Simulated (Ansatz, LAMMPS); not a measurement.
## Convergence of a linear-scaling basis for liquid Ge at 2600 K (66 atoms)

Wanted: errors and times of a linear-scaling basis for liquid Ge at 2600 K (66 atoms). A setting counts as converged where the r.m.s. difference of forces stays under 1 % of the r.m.s. force.

Main program and level: Ansatz 0.2.0; Kohn-Sham DFT, PBE, PAW (set soft_2), plane waves.

## Step 1: The structure

The cell holds 66 atoms: 66 Ge. Its edges and angles: a = 11.473 Å, b = 11.473 Å, c = 11.473 Å, α = 90.0°, β = 90.0°, γ = 90.0°. 66 atoms (66 Ge) placed at random at 5.27 g/cm³, melted at 3500 K for 10 ps at fixed volume with the Tersoff potential (Tersoff, Phys. Rev. B 39, 5566 (1989)). Snapshot at the end of a hold of 5 ps at 2600 K and fixed volume.

Limits known from the start: The network of bonds at the start is that of the classical potential that made the cell, and needn't be the one that DFT or experiment would give. Sampling is at Γ alone, for a cell whose shortest periodic width is 11 Å.

## Step 2: Making the structure

A classical potential supplies the starting structure, since it reaches far longer times than DFT.

This step: classical MD, Tersoff potential (Tersoff, Phys. Rev. B 39, 5566 (1989)) (LAMMPS 22 Jul 2025 - Update 4).

Input file in.lmp:

```
# melt-quench of Ge66
units metal
atom_style atomic
boundary p p p
region box block 0 11.4729 0 11.4729 0 11.4729
create_box 1 box
mass 1 72.6300   # Ge
create_atoms 1 random 66 20525 NULL overlap 2.04 maxtry 2000
pair_style tersoff
pair_coeff * * SiCGe.tersoff Ge
neigh_modify delay 0 every 1 check yes
thermo_style custom step time temp pe press density
thermo_modify norm yes
timestep 0.001
thermo 100
min_style cg
minimize 1e-4 1e-4 200 2000
reset_timestep 0
velocity all create 3500 20526 mom yes dist gaussian
fix lim all nve/limit 0.05
fix lan all langevin 3500 3500 0.1 20527 zero yes
thermo 500
run 1000 post no
unfix lim
unfix lan
thermo 1666
fix md all nvt temp 3500 3500 0.1
run 10000 post no
unfix md
thermo 1000
fix md all nvt temp 3500 2600 0.1
run 3000 post no
unfix md
compute msd all msd com yes
thermo 1250
fix md all nvt temp 2600 2600 0.1
run 5000 post no
print "== T2600: mean square displacement over the hold $(c_msd[4]:%.2f) A^2"
unfix md
uncompute msd
write_dump all custom T2600.dump id type xs ys zs modify sort id
```

Run with:

```bash
> lmp -in in.lmp -log none -nocite
```

Numbers of over 12 decimals in the logs are rounded to 6 here.

What it wrote:

```text
LAMMPS (22 Jul 2025 - Update 4)
Created orthogonal box = (0 0 0) to (11.4729 11.4729 11.4729)
Created 66 atoms
   Step          Time           Temp          PotEng         Press         Density
         0   0              0             -1.7053531      137177.55      5.2709563
        39   0.039          0             -3.0721222      15507.549      5.2709563
Loop time of 0.0108723 s on 1 MPI rank(s) for 39 steps with 66 atoms
Minimization stats:
  Stopping criterion = energy tolerance
  Energy initial, next-to-last, final =
      -1.7053531065515  -3.07188238004075  -3.07212216506961
  Force two-norm initial, final = 63.933691 1.993613
  Iterations, force evaluations = 39 59
   Step          Time           Temp          PotEng         Press         Density
         0   0              3500          -3.0721222      36306.696      5.2709563
       500   0.5            3642.1497     -2.8044207     -4059.7275      5.2709563
[... 6 lines left out ...]
      4998   4.998          4145.2685     -2.7464004      7463.6141      5.2709563
      6664   6.664          3904.6066     -2.788772       40078.629      5.2709563
      8330   8.33           3242.9195     -2.7726583     -11532.067      5.2709563
      9996   9.996          3606.5181     -2.8448824      16119.563      5.2709563
[... 1 line left out ...]
Loop time of 1.77376 s on 1 MPI rank(s) for 10000 steps with 66 atoms
   Step          Time           Temp          PotEng         Press         Density
[... 4 lines left out ...]
Loop time of 0.520978 s on 1 MPI rank(s) for 3000 steps with 66 atoms
   Step          Time           Temp          PotEng         Press         Density
[... 2 lines left out ...]
     16250   16.25          2784.8911     -2.987566      -21187.505      5.2709563
     17500   17.5           2149.6824     -3.0527683     -3224.6613      5.2709563
     18750   18.75          2343.4225     -2.997887      -52071.678      5.2709563
     19000   19             2046.7959     -2.9714319     -16411.327      5.2709563
Loop time of 0.809417 s on 1 MPI rank(s) for 5000 steps with 66 atoms
== T2600: mean square displacement over the hold 7.41 A^2
```

The job ended after 3.5 s (1 thread of Arm Neoverse V1, shared host; peak memory 0.071 GiB).

## Step 3: Plane-wave single point

This run is the reference for what follows, at a cutoff of 420 eV.

Input file input.yaml:

```yaml
crystal:
  lattice:
    - [11.4729, 0.0, 0.0]
    - [0.0, 11.4729, 0.0]
    - [0.0, 0.0, 11.4729]
  atoms:
    - { symbol: Ge, position: [0.93636, 0.20678, 0.61727] }
    - { symbol: Ge, position: [0.82277, 0.06389, 0.71108] }
    - { symbol: Ge, position: [0.30382, 0.63233, 0.64797] }
    - { symbol: Ge, position: [0.84456, 0.47266, 0.1726] }
    - { symbol: Ge, position: [0.58518, 0.59431, 0.60498] }
    - { symbol: Ge, position: [0.34561, 0.89823, 0.21396] }
    - { symbol: Ge, position: [0.72134, 0.1224, 0.14155] }
    - { symbol: Ge, position: [0.6042, 0.1211, 0.64877] }
    - { symbol: Ge, position: [0.49057, 0.14257, 0.84875] }
    - { symbol: Ge, position: [0.20382, 0.07676, 0.53812] }
    - { symbol: Ge, position: [0.12561, 0.89976, 0.34032] }
    - { symbol: Ge, position: [0.67853, 0.48505, 0.40031] }
    - { symbol: Ge, position: [0.93945, 0.84824, 0.22891] }
    - { symbol: Ge, position: [0.63933, 0.90701, 0.68013] }
    - { symbol: Ge, position: [0.58828, 0.34441, 0.28454] }
    - { symbol: Ge, position: [0.15253, 0.46972, 0.44239] }
    - { symbol: Ge, position: [0.80018, 0.65879, 0.22493] }
    - { symbol: Ge, position: [0.42452, 0.49315, 0.42478] }
    - { symbol: Ge, position: [0.5744, 0.55824, 0.08345] }
    - { symbol: Ge, position: [0.35469, 0.78685, 0.81932] }
    - { symbol: Ge, position: [0.3151, 0.23123, 0.98534] }
    - { symbol: Ge, position: [0.86174, 0.04496, 0.9423] }
    - { symbol: Ge, position: [0.11535, 0.76649, 0.68883] }
    - { symbol: Ge, position: [0.79548, 0.73421, 0.63047] }
    - { symbol: Ge, position: [0.72676, 0.75799, 0.86414] }
    - { symbol: Ge, position: [0.32871, 0.20905, 0.66297] }
    - { symbol: Ge, position: [0.54637, 0.91185, 0.07757] }
    - { symbol: Ge, position: [0.83949, 0.88343, 0.44681] }
    - { symbol: Ge, position: [0.02502, 0.51106, 0.81596] }
    - { symbol: Ge, position: [0.7205, 0.37845, 0.83639] }
    - { symbol: Ge, position: [0.53206, 0.90378, 0.8468] }
    - { symbol: Ge, position: [0.3656, 0.54157, 0.06833] }
    - { symbol: Ge, position: [0.28906, 0.44405, 0.25067] }
    - { symbol: Ge, position: [0.10509, 0.10785, 0.20866] }
    - { symbol: Ge, position: [0.96466, 0.74102, 0.8292] }
    - { symbol: Ge, position: [0.24909, 0.93602, 0.68869] }
    - { symbol: Ge, position: [0.47522, 0.32974, 0.57113] }
    - { symbol: Ge, position: [0.51709, 0.12216, 0.33138] }
    - { symbol: Ge, position: [0.09645, 0.29665, 0.76995] }
    - { symbol: Ge, position: [0.5222, 0.40388, 0.76842] }
    - { symbol: Ge, position: [0.58992, 0.91378, 0.47156] }
    - { symbol: Ge, position: [0.6548, 0.74159, 0.05191] }
    - { symbol: Ge, position: [0.3436, 0.4304, 0.88268] }
    - { symbol: Ge, position: [0.18784, 0.10464, 0.83388] }
    - { symbol: Ge, position: [0.4368, 0.73218, 0.47854] }
    - { symbol: Ge, position: [0.98319, 0.04349, 0.4785] }
    - { symbol: Ge, position: [0.68333, 0.71182, 0.42479] }
    - { symbol: Ge, position: [0.9376, 0.20209, 0.3281] }
    - { symbol: Ge, position: [0.94905, 0.41009, 0.33582] }
    - { symbol: Ge, position: [0.64118, 0.25363, 0.48567] }
    - { symbol: Ge, position: [0.82922, 0.39274, 0.52074] }
    - { symbol: Ge, position: [0.01099, 0.40471, 0.04048] }
    - { symbol: Ge, position: [0.24047, 0.44676, 0.66783] }
    - { symbol: Ge, position: [0.165, 0.30225, 0.12683] }
    - { symbol: Ge, position: [0.52326, 0.64748, 0.79838] }
    - { symbol: Ge, position: [0.91481, 0.25667, 0.90052] }
    - { symbol: Ge, position: [0.71292, 0.3572, 0.08469] }
    - { symbol: Ge, position: [0.7463, 0.07603, 0.37022] }
    - { symbol: Ge, position: [0.20484, 0.70144, 0.43725] }
    - { symbol: Ge, position: [0.06175, 0.01784, 0.9989] }
    - { symbol: Ge, position: [0.09568, 0.82278, 0.03342] }
    - { symbol: Ge, position: [0.30131, 0.74912, 0.04298] }
    - { symbol: Ge, position: [0.49198, 0.1379, 0.13021] }
    - { symbol: Ge, position: [0.83937, 0.51691, 0.7223] }
    - { symbol: Ge, position: [0.29186, 0.07422, 0.34842] }
    - { symbol: Ge, position: [0.78525, 0.92192, 0.09814] }
kpoints:
  mp_grid: { grid: [1, 1, 1] }
hamiltonian:
  xc: pbe
scf:
  occupations: { method: fermi_dirac, width: 0.025 }
output:
  forces: true
  stress: true
  populations: intrinsic
  dos:
    method: { smearing: { sigma: 0.15 } }
    de: 0.1
    projected: { site_lists: { Ge: [Ge] } }
  eigenvalues: true
  write_density: true
  write_potential: true
  volumetric_format: npy
  elf: true
```

Run with:

```bash
> ansatz run input.yaml --threads 4 --pin off --max-ram 8192MiB --backend cpu --events-out ev --progress --plain --runs-dir out
```

What it wrote:

```text
Engine: ansatz 0.2.0, aarch64-unknown-linux-gnu
Pseudopotentials: kind: paw
Pseudopotential: Ge, paw, valence charge 14, recommended cutoff 420 eV (normal), Ge.paw.azcp
[... 5 lines on functional and potentials left out ...]
Crystal: 66 atoms, lattice volume = 1510.148 Å³
Basis set: ecut = 420 eV, 29423 PW (Γ), exchange–correlation on 160×160×160 points (8 copies of the dense FFT grid, shifted against one another)
Bands: 555, of which v1, the nominal top of the filled ones, is band 462 counted from 1 (461 counted from 0)
Symmetry: 1 space group operations
Space group: P1 (ITA 1), of the structure as read, at distance tolerance 1.1e-4 Å
k-points: 1
[... 3 lines on functional and potentials left out ...]
Initial density: superposition of atomic densities (neutral atoms: chi_scale 0, normalization atom), corrected by the library's trained network
Initial wavefunctions: pseudopotential atomic-orbital guess
Functional: x = pbe(κ = 0.804, μ = 0.219515), c = pbe(β = 0.066725)
SCF iter   1: F=—  HF=-283435.595898 eV  |F-HF|=—  |Δ(HF+E_count)|=         —  Δρ=4.92e-3  dr2=1.29e0  ethr=1.77e-3  ⟨swp⟩=6.0  Hψ=1811  notcnv=0  defer=62
preconditioner: auto → LDOS  [metal: Δε(μ)=0.029 eV  Ē_g=21.957 eV  σ=0.025 eV  W_gap=0.28  n_scr=436 (ndim 8)  ℏωp=29.0 eV  f_vac=0.071  D(μ)=43.01/eV (n_scr^D=304)  β→1.0]
SCF iter   2: F=—  HF=-283435.397615 eV  |F-HF|=—  |Δ(HF+E_count)|=   1.98e-1  Δρ=2.65e-3  dr2=1.95e-1  ethr=1.39e-4  ⟨swp⟩=2.0  Hψ=741  notcnv=0  defer=75
SCF iter   3: F=—  HF=-283435.363882 eV  |F-HF|=—  |Δ(HF+E_count)|=   3.37e-2  Δρ=1.09e-3  dr2=6.71e-2  ethr=2.11e-5  ⟨swp⟩=3.0  Hψ=962  notcnv=0  defer=75
SCF iter   4: F=—  HF=-283435.354146 eV  |F-HF|=—  |Δ(HF+E_count)|=   9.74e-3  Δρ=5.07e-4  dr2=1.44e-2  ethr=7.26e-6  ⟨swp⟩=2.0  Hψ=666  notcnv=0  defer=75
SCF iter   5: F=—  HF=-283435.352232 eV  |F-HF|=—  |Δ(HF+E_count)|=   1.91e-3  Δρ=2.25e-4  dr2=2.41e-3  ethr=1.56e-6  ⟨swp⟩=2.0  Hψ=623  notcnv=0  defer=75
SCF iter   6: F=—  HF=-283435.351795 eV  |F-HF|=—  |Δ(HF+E_count)|=   4.36e-4  Δρ=8.56e-5  dr2=3.11e-4  ethr=2.61e-7  ⟨swp⟩=2.0  Hψ=944  notcnv=0  defer=75
SCF iter   7: F=—  HF=-283435.351747 eV  |F-HF|=—  |Δ(HF+E_count)|=   4.80e-5  Δρ=3.57e-5  dr2=5.84e-5  ethr=3.37e-8  ⟨swp⟩=2.0  Hψ=637  notcnv=0  defer=75
SCF iter   8: F=—  HF=-283435.351681 eV  |F-HF|=—  |Δ(HF+E_count)|=   6.67e-5  Δρ=1.33e-5  dr2=7.07e-6  ethr=6.32e-9  ⟨swp⟩=2.0  Hψ=1018  notcnv=0  defer=75
SCF iter   9: F=—  HF=-283435.351681 eV  |F-HF|=—  |Δ(HF+E_count)|=   3.99e-8  Δρ=5.43e-6  dr2=1.41e-6  ethr=7.65e-10  ⟨swp⟩=2.0  Hψ=943  notcnv=0  defer=75
SCF iter  10: F=—  HF=-283435.351681 eV  |F-HF|=—  |Δ(HF+E_count)|=   1.58e-7  Δρ=2.17e-6  dr2=2.17e-7  ethr=1.53e-10  ⟨swp⟩=2.0  Hψ=944  notcnv=0  defer=75
SCF iter  11: F=-283435.351681 eV  HF=-283435.351681 eV  |F-HF|=2.35e-8  |Δ(HF+E_count)|=   1.99e-8  Δρ=9.31e-7  dr2=3.53e-8  ethr=1.08e-11  ⟨swp⟩=13.0  Hψ=3947  notcnv=0
SCF 1 converged in 11 iterations: F = -283435.351681 eV  dr2 = 3.53e-8
  greatest PAW one-centre occupation: 0.998 electrons in one spin orbital (limit 2), on the Ge atom at site 11 (counted from 0), in its partial waves of l = 2
SCF converged after 11 iterations
Free energy (F): -283435.351681 eV
Harris-Foulkes:  -283435.351681 eV  (|F-HF|=2.35e-8)
Internal energy: -283435.257989 eV  (E = F + TS)
E sigma→0 (E₀):  -283435.304835 eV
Entropy (-TS):   -0.093691 eV (-1.420 meV/atom)
Fermi energy:    8.272954 eV
--- Per-component energies (eV) ---
  E_band       = -9973.149461
  E_kinetic    = 7318.938565
  E_local      = -167988.328399  (includes V_loc(G=0)·N_el)
  E_nonlocal   = 27485.644402
  E_hartree    = 73914.237970
  E_xc         = -4986.191748
  E_vxc        = -4255.456788  (∫ρ·V_xc dr)
  E_paw        = -133153.179938  (= ΣΔE_a)
  E_vpaw       = -20362.438980  (= ΣTr[D̂ρ^β])
  E_aug_tail   = 0.019915  (compensation charges beyond the density's cutoff)
  E_ewald      = -86026.398756
  E_smearing   = -0.093691  (= −TS)
  E_closure    = 0.000000  (closes the sum)
  Σ components = -283435.351681   (vs F -283435.351681, Δ=0.00e0)
--- Forces (eV/Å), atoms counted from 1 ---
  atom   1  Ge     0.82103737     1.67392812    -0.23940694
  atom   2  Ge    -1.06917877    -1.34475865     1.40221342
  atom   3  Ge     0.34739107     2.70415853    -0.23927893
  atom   4  Ge     1.77680307     0.37622022    -0.36260643
  atom   5  Ge     0.20836417    -0.90017197    -0.81209946
  atom   6  Ge     0.31101979    -0.33632728    -0.07003438
  atom   7  Ge    -0.09562248     0.94761098     0.15577470
  atom   8  Ge    -0.02380757    -0.30156898     0.22825352
  atom   9  Ge    -0.49904776     0.06737089    -0.27337439
  atom  10  Ge    -0.44653128     0.02351748    -0.04446457
  atom  11  Ge    -0.01504448    -0.33509091     0.02065298
  atom  12  Ge     0.12154488     1.53632543     0.42134727
  atom  13  Ge     0.28300151    -1.03283554    -0.04595393
  atom  14  Ge     2.00786413    -0.35781037    -1.02875800
[...]
atom  65  Ge     0.24892279     0.05095282    -0.94896249
  atom  66  Ge     0.04397785    -0.37682743    -0.15892836
  max |Σ_I F_I| component: 1.97e-6 eV/Å
--- Stress (GPa, compression-positive) ---
        4.525011       0.868845      -0.141303
        0.868845       5.806516      -0.218638
       -0.141303      -0.218638       3.585709
  P = ⅓ Tr σ = 4.6391 GPa (46.391 kbar)
--- Band table (eV) ---
  k-point 0: bands = ["-16.7158", "-16.6803", "-16.6724", "-16.6453", [... 539 levels ...], "13.1527", "13.2557", "13.3068", "13.3740", "13.4211", "13.4726", "13.5192", "13.5488", "13.6257", "13.6855", "13.7201", "13.7741"]
--- intrinsic populations: 66 sites ---
  site symbol       q [e]
     0     Ge     13.9613
     1     Ge     13.9786
     2     Ge     13.9769
[...]
65     Ge     13.9613
  spilling = 0.000000 (of n_electrons = 924.000000)
```

Wall time 45 s (4 threads of Arm Neoverse V1, shared host); peak memory 2.4 GiB.

The column dr2 measures how far the density is from self-consistency, as an energy; F and HF (Harris–Foulkes) agree once it is small.

Numbers from this run:

```yaml
free_energy: -283435.3517 eV
free_energy_per_atom: -4294.4750 eV/atom
scf_cycles: 11
pressure: 4.639 GPa
r_m_s_force_component: 0.8642 eV/Å
longest_force: 3.225 eV/Å
fermi_energy: 8.273 eV
levels_partly_filled_by_over_2_per_cent: 4
```

The r.m.s. force component of 0.86 eV/Å and the pressure of 4.6 GPa set the scale for the differences below.

## Step 4: Support functions medium

The cell is solved in localised support functions.

This step: Kohn-Sham DFT, PBE, PAW (set soft_2), localised support functions (medium) (Ansatz 0.2.0).

input.yaml, the sections that differ from step 3:

```yaml
scf:
  occupations: { method: fermi_dirac, width: 0.025 }
  eigensolver: { kind: { support_functions: { accuracy: medium } } }
  max_iter: 150
output:
  forces: true
  eigenvalues: true
# crystal, kpoints, hamiltonian: as in step 3
```

What it wrote:

```text
Warning: scf.eigensolver.kind.support_functions: disabling space-group detection — the functions' gradient is summed over unrotated k-points, so no spatial operation reduces the k-mesh or symmetrises the density; time reversal is kept, so that k and −k are solved as one point where they differ and the mesh holds both, and exact exchange and, on two spinor components, a DFT+U term hold to it where the run has them: [...]
settings of this run that can trade accuracy for cost: scf.eigensolver.kind.support_functions [...]
[...]
Crystal: 66 atoms, lattice volume = 1510.148 Å³
Basis set: ecut = 420 eV, 29423 PW (Γ), exchange–correlation on 160×160×160 points (8 copies of the dense FFT grid, shifted against one another)
Bands: 555, of which v1, the nominal top of the filled ones, is band 462 counted from 1 (461 counted from 0)
Symmetry: 1 space group operations
k-points: 1
[...]
SCF iter   1: F=—  HF=-283417.964603 eV  |F-HF|=—  |Δ(HF+E_count)|=         —  Δρ=2.05e-2  dr2=1.04e1  ethr=1.00e-1
[...]
SCF iter  14: F=—  HF=-283435.435376 eV  |F-HF|=—  |Δ(HF+E_count)|=   4.44e-4  Δρ=1.06e-5  dr2=3.01e-6  ethr=1.34e-9  κ⁻¹=1.9e-4(r=7)
SCF iter  15: F=-283435.435765 eV  HF=-283435.435766 eV  |F-HF|=9.93e-7  |Δ(HF+E_count)|=   3.90e-4  Δρ=5.85e-6  dr2=1.01e-6  ethr=3.26e-10
SCF 1 converged in 15 iterations: F = -283435.444757 eV  dr2 = 1.01e-6
[...]
SCF converged after 15 iterations
Stability not checked: this state was not tested for a lower state beside it, because the mixer in use, unlike msr1, does not test its closes by its own steps (another_mixer; see scf.mixing.algorithm and scf.lower_state_search)
Free energy (F): -283435.444757 eV
[...]
Internal energy: -283435.351198 eV  (E = F + TS)
E sigma→0 (E₀):  -283435.397977 eV
Entropy (-TS):   -0.093559 eV (-1.418 meV/atom)
Fermi energy:    8.272706 eV
[...]
Σ components = -283435.444757   (vs F -283435.444757, Δ=0.00e0)
--- Forces (eV/Å), atoms counted from 1 ---
  atom   1  Ge     0.82103981     1.67403241    -0.23948163
  atom   2  Ge    -1.06932274    -1.34481354     1.40193198
  atom   3  Ge     0.34730525     2.70419834    -0.23923541
  atom   4  Ge     1.77644585     0.37582163    -0.36255568
[...]
atom  66  Ge     0.04402508    -0.37685894    -0.15910633
  max |Σ_I F_I| component: 1.27e-3 eV/Å
--- Band table (eV) ---
[...]
```

The job ended after 2.7 min (4 threads; peak memory 3.6 GiB).

The program notes that the band table was not solved further than the SCF left it and it switched symmetry off.

Keys that differ from the reference: support_functions.accuracy = "medium" and scf.max_iter = 150.

Forces differ from the reference by 0.19 meV/Å r.m.s., 0.022 % of their size, well within a tolerance of 1 %; the energy by -1.4 meV/atom. It took 2.7 min and 15 cycles; the reference's time can't be set against it, since the two runs asked for unlike analyses.

## Step 5: Support functions low

The cell is solved in localised support functions.

This step: Kohn-Sham DFT, PBE, PAW (set soft_2), localised support functions (low) (Ansatz 0.2.0).

input.yaml, the sections that differ from step 4:

```yaml
scf:
  occupations: { method: fermi_dirac, width: 0.025 }
  eigensolver: { kind: { support_functions: { accuracy: low } } }
  max_iter: 150
# crystal, kpoints, hamiltonian, output: as in step 4
```

What it wrote:

```text
[...]
Crystal: 66 atoms, lattice volume = 1510.148 Å³
Basis set: ecut = 420 eV, 29423 PW (Γ), exchange–correlation on 160×160×160 points (8 copies of the dense FFT grid, shifted against one another)
Bands: 555, of which v1, the nominal top of the filled ones, is band 462 counted from 1 (461 counted from 0)
Symmetry: 1 space group operations
k-points: 1
[...]
SCF iter   1: F=—  HF=-283417.964603 eV  |F-HF|=—  |Δ(HF+E_count)|=         —  Δρ=2.05e-2  dr2=1.04e1  ethr=1.00e-1
[...]
SCF iter  13: F=—  HF=-283435.434932 eV  |F-HF|=—  |Δ(HF+E_count)|=   5.08e-4  Δρ=3.50e-5  dr2=1.23e-5  ethr=5.27e-9  κ⁻¹=1.8e-4(r=7)
SCF iter  14: F=-283435.435375 eV  HF=-283435.435376 eV  |F-HF|=1.84e-6  |Δ(HF+E_count)|=   4.44e-4  Δρ=1.06e-5  dr2=3.01e-6  ethr=1.34e-9
SCF 1 converged in 14 iterations: F = -283435.444758 eV  dr2 = 3.01e-6
[...]
SCF converged after 14 iterations
[...]
Free energy (F): -283435.444758 eV
[...]
Internal energy: -283435.351206 eV  (E = F + TS)
E sigma→0 (E₀):  -283435.397982 eV
Entropy (-TS):   -0.093551 eV (-1.417 meV/atom)
Fermi energy:    8.272744 eV
[...]
Σ components = -283435.444758   (vs F -283435.444758, Δ=0.00e0)
--- Forces (eV/Å), atoms counted from 1 ---
  atom   1  Ge     0.82108351     1.67408329    -0.23950109
  atom   2  Ge    -1.06930456    -1.34483358     1.40194207
  atom   3  Ge     0.34728442     2.70419095    -0.23926275
  atom   4  Ge     1.77639747     0.37580768    -0.36256262
[...]
atom  66  Ge     0.04402460    -0.37688982    -0.15909390
  max |Σ_I F_I| component: 1.22e-3 eV/Å
--- Band table (eV) ---
[...]
```

It took 2.3 min on 4 threads; peak memory 3.6 GiB; 9.1 min of CPU time.

Keys that differ from the reference: support_functions.accuracy = "low" and scf.max_iter = 150.

Forces differ from the reference by 0.21 meV/Å r.m.s., 0.024 % of their size, well within a tolerance of 1 %; the energy by -1.4 meV/atom. It took 2.3 min and 14 cycles; the reference's time can't be set against it, since the two runs asked for unlike analyses.

(Part 1 of 3 ends here.)

[Logs are printed without paths, hosts, clocks, repeated set-up lines and the standing remarks that a program may print on its own settings, such as how far it seeks lower states.]

[Hosts, paths, dates, database ids (printed as entryN), source tags and the programs' standing remarks are cut or masked in the printed files.]
